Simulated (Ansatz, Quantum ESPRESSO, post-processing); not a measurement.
# Work-function anisotropy of Sr, part 6 of 6

Aim: the work function of the low-index faces of Sr, their order, and how far the functional matters.

Quantum ESPRESSO 7.5; plane-wave DFT, PBE, GBRV ultrasoft pseudopotentials; geometry and cross-check by Ansatz 0.2.0 with PAW datasets.

So far. Step 11 (Electrostatic potential of (100)): On (100) the work function under LDA lies +0.14 eV from PBE's. Step 12 (Geometry from Ansatz of (110)): The relaxation lowers the energy by 2 meV an atom. Held were the atoms numbered 3, 4 and 5; the forces quoted are those on the free ones.

## 14. Electrostatic potential of (110) (continued)

The potential energy, planar mean oscillates, so the rows of the table below give means over windows of 2.08 Å about each position, cut where the curve ends. Its maxima inside the range that stand out by 2 % of the span (Å: eV): 9.2: -1.17, 11.2: -1.06, 13.4: -0.837, 15.5: -0.837, 17.7: -1.06, 19.7: -1.17. Its minima: 8.1: -8.33, 10.2: -8.02, 12.3: -8.08, 14.4: -8.10, 16.6: -8.08, 18.7: -8.02, 20.8: -8.33.

Electrostatic potential energy of an electron; zero at the Fermi level. The potential energy, planar mean by z; means over each step:

```tsv
z (Å)	potential energy, planar mean (eV)
1.04	2.56
3.12	2.56
5.20	2.40
7.28	-2.13
9.36	-4.24
11.44	-4.17
13.52	-3.87
15.60	-3.86
17.68	-4.17
19.76	-4.27
21.84	-1.04
23.92	2.45
26.00	2.56
28.08	2.56
```

## 15. Self-consistent run of (110), LDA

Level of this step: plane-wave DFT, LDA, GBRV ultrasoft pseudopotentials (Quantum ESPRESSO 7.5).

110.lda.in reads:

```
&control
  prefix = '110.lda'
  outdir = './out'
  pseudo_dir = './pseudo'
  calculation = 'scf'
  tprnfor = .true.
/
&system
  ibrav = 0
  nat = 7
  ntyp = 1
  ecutwfc = 40
  ecutrho = 200
  occupations = 'smearing'
  smearing = 'mv'
  degauss = 0.02
/
&electrons
  conv_thr = 1e-07
  mixing_beta = 0.4
  electron_maxstep = 120
  mixing_mode = 'local-TF'
/
ATOMIC_SPECIES
  Sr  87.6200  sr_lda_v1.uspp.F.UPF
CELL_PARAMETERS angstrom
  6.08000000000000 0.00000000000000 0.00000000000000
  0.00000000000000 4.29920922960000 0.00000000000000
  0.00000000000000 0.00000000000000 28.89762768880000
ATOMIC_POSITIONS crystal
  Sr  0.000000000000 0.000000000000 0.281312948731
  Sr  0.500000000000 0.500000000000 0.353660876950
  Sr  0.000000000000 0.000000000000 0.425613111300
  Sr  0.500000000000 0.500000000000 0.500000000000
  Sr  0.000000000000 0.000000000000 0.574386888700
  Sr  0.500000000000 0.500000000000 0.646339126100
  Sr  0.000000000000 0.000000000000 0.718687030358
K_POINTS automatic
  4 8 1 0 0 0
```

Run with:

```
$ OMP_NUM_THREADS=1 mpirun -n 4 pw.x -nk 2 -in 110.lda.in > 110.lda.out
```

The program printed:

```text
[banner, memory and clock lines left out]
Program PWSCF v.7.5 starts
[...]
Message from routine setup:
[...]
number of electrons       =        70.00
     number of Kohn-Sham states=           42
     kinetic-energy cutoff     =      40.0000  Ry
     charge density cutoff     =     200.0000  Ry
[...]
number of k points=    15  Marzari-Vanderbilt smearing, width (Ry)=  0.0200
[...]
Dense  grid:   243599 G-vectors     FFT dimensions: (  54,  40, 250)
[...]
negative rho (up, down):  4.370E-01 0.000E+00
     Starting wfcs are   91 randomized atomic wfcs
[...]
negative rho (up, down):  4.383E-01 0.000E+00
[...]
estimated scf accuracy    <       0.95962676 Ry
[...]
negative rho (up, down):  4.439E-01 0.000E+00
[...]
estimated scf accuracy    <       0.57645879 Ry
[...]
negative rho (up, down):  4.473E-01 0.000E+00
[...]
estimated scf accuracy    <       0.04038383 Ry
[...]
negative rho (up, down):  4.539E-01 0.000E+00
[...]
estimated scf accuracy    <       0.02395341 Ry
[...]
negative rho (up, down):  4.539E-01 0.000E+00
[...]
estimated scf accuracy    <       0.00353431 Ry
[...]
negative rho (up, down):  4.532E-01 0.000E+00
[...]
estimated scf accuracy    <       0.00387947 Ry
[...]
negative rho (up, down):  4.543E-01 0.000E+00
[...]
estimated scf accuracy    <       0.00506640 Ry
[...]
negative rho (up, down):  4.530E-01 0.000E+00
[...]
estimated scf accuracy    <       0.00808315 Ry
[...]
negative rho (up, down):  4.533E-01 0.000E+00
[...]
estimated scf accuracy    <       0.00031904 Ry
[...]
negative rho (up, down):  4.538E-01 0.000E+00
[...]
estimated scf accuracy    <       0.00015933 Ry
[...]
negative rho (up, down):  4.537E-01 0.000E+00
[...]
estimated scf accuracy    <       0.00005075 Ry
[...]
negative rho (up, down):  4.535E-01 0.000E+00
[...]
estimated scf accuracy    <       0.00000408 Ry
[...]
negative rho (up, down):  4.537E-01 0.000E+00
[...]
estimated scf accuracy    <       0.00000223 Ry
[...]
negative rho (up, down):  4.536E-01 0.000E+00
[...]
the Fermi energy is     1.2751 ev
!    total energy              =    -491.33652893 Ry
     estimated scf accuracy    <       0.00000009 Ry
     smearing contrib. (-TS)   =      -0.00352743 Ry
     internal energy E=F+TS    =    -491.33300149 Ry
[...]
one-electron contribution =   -1633.17492154 Ry
     hartree contribution      =     813.23667266 Ry
     xc contribution           =    -126.19162451 Ry
     ewald contribution        =     454.79687189 Ry
     convergence has been achieved in  14 iterations
     negative rho (up, down):  4.536E-01 0.000E+00
[...]
Total force =     0.010355     Total SCF correction =     0.000484
[...]
```

It took 2.2 min on 4 MPI ranks of Arm Neoverse V1, shared host; peak memory 1.4 GiB.

Read from the output:

```
free energy  : -6684.9740 eV
Fermi energy : 1.275 eV
```

## 16. Electrostatic potential of (110)

110.lda.pot.in reads:

```
&inputpp
  prefix = '110.lda'
  outdir = './out'
  filplot = '110.lda.pot.dat'
  plot_num = 11
/
```

Run with:

```
$ OMP_NUM_THREADS=1 mpirun -n 4 pp.x -in 110.lda.pot.in > 110.lda.pot.out
```

It took 1.2 s on 4 MPI ranks; peak memory 0.22 GiB.

Read from the output:

| Quantity | Value |
| --- | --- |
| work function of the upper face | 2.696 eV |
| slope of the potential above | 0.002495 eV/Å |
| upper vacuum line continued to the top atoms, over the Fermi level | 2.683 eV |
| work function of the lower face | 2.697 eV |
| slope of the potential below | -0.001751 eV/Å |
| lower vacuum line continued to the bottom atoms, over the Fermi level | 2.687 eV |

On (110) the work function under LDA lies +0.13 eV from PBE's.

## 17. The series side by side

All levels:

```tsv
level	work function (eV)	Ansatz, PBE (eV)	CPU time (s)
(111), PBE	2.648	2.679	172.2
(111), LDA	2.76	-	181
(100), PBE	2.529	2.544	267.7
(100), LDA	2.665	-	258.7
(110), PBE	2.563	2.59	650.2
(110), LDA	2.696	-	524
```

## 18. Worked from the printed numbers

For (111) under PBE, on the run's own zero: φ = 4.557 − (1.909) = 2.648 eV.

## 19. Results

| Item | Value |
| --- | --- |
| work function of (111), PBE | 2.65 eV |
| work function of (111), LDA | 2.76 eV |
| work function of (100), PBE | 2.53 eV |
| work function of (100), LDA | 2.67 eV |
| work function of (110), PBE | 2.56 eV |
| work function of (110), LDA | 2.70 eV |

Under PBE the work functions are 2.65 eV on (111), 2.56 eV on (110) and 2.53 eV on (100). In order of packing, from 16.01 to 26.14 Å² an atom, the faces are (111), (100) and (110). The work function doesn't follow that order throughout, though the faces out of order lie within 0.1 eV, the error of these thin slabs. LDA lies +0.11 to +0.14 eV from PBE on the same atoms, nearly a rigid shift. The top two spacings change by -3.0 and -1.2 % on (111), -3.6 and -2.0 % on (100) and -2.7 and -3.3 % on (110). Ansatz, with Fermi-Dirac smearing and its own datasets, agrees within 0.03 eV under PBE. The slabs are thin and unreconstructed, at the tabulated lattice constant; thickness and mesh leave some 0.05 to 0.1 eV open.

Calculation against experiment:

| quantity | measured | (111), PBE | (100), PBE | (110), PBE |
| --- | --- | --- | --- | --- |
| work function, loosely compared (polycrystalline sample, no single face) (eV) | 2.59 | 2.65 (+0.06 eV) | 2.53 (-0.06 eV) | 2.56 (-0.03 eV) |

Measured values from arxiv:1902.07811 (2019).

**Verdict.** A polycrystal averages over faces, so this is a loose comparison.

[Logs are printed without paths, hosts, clocks, repeated set-up lines and the standing remarks that a program may print on its own settings, such as how far it seeks lower states.]

[Hosts, paths, dates, database ids (printed as entryN), source tags and the programs' standing remarks are cut or masked in the printed files.]

[Maps of the electrostatic potential energy from Ansatz leave out the sawtooth potential of an applied field or a dipole correction, so their vacuum need not be flat; planar profiles and work functions include it.]
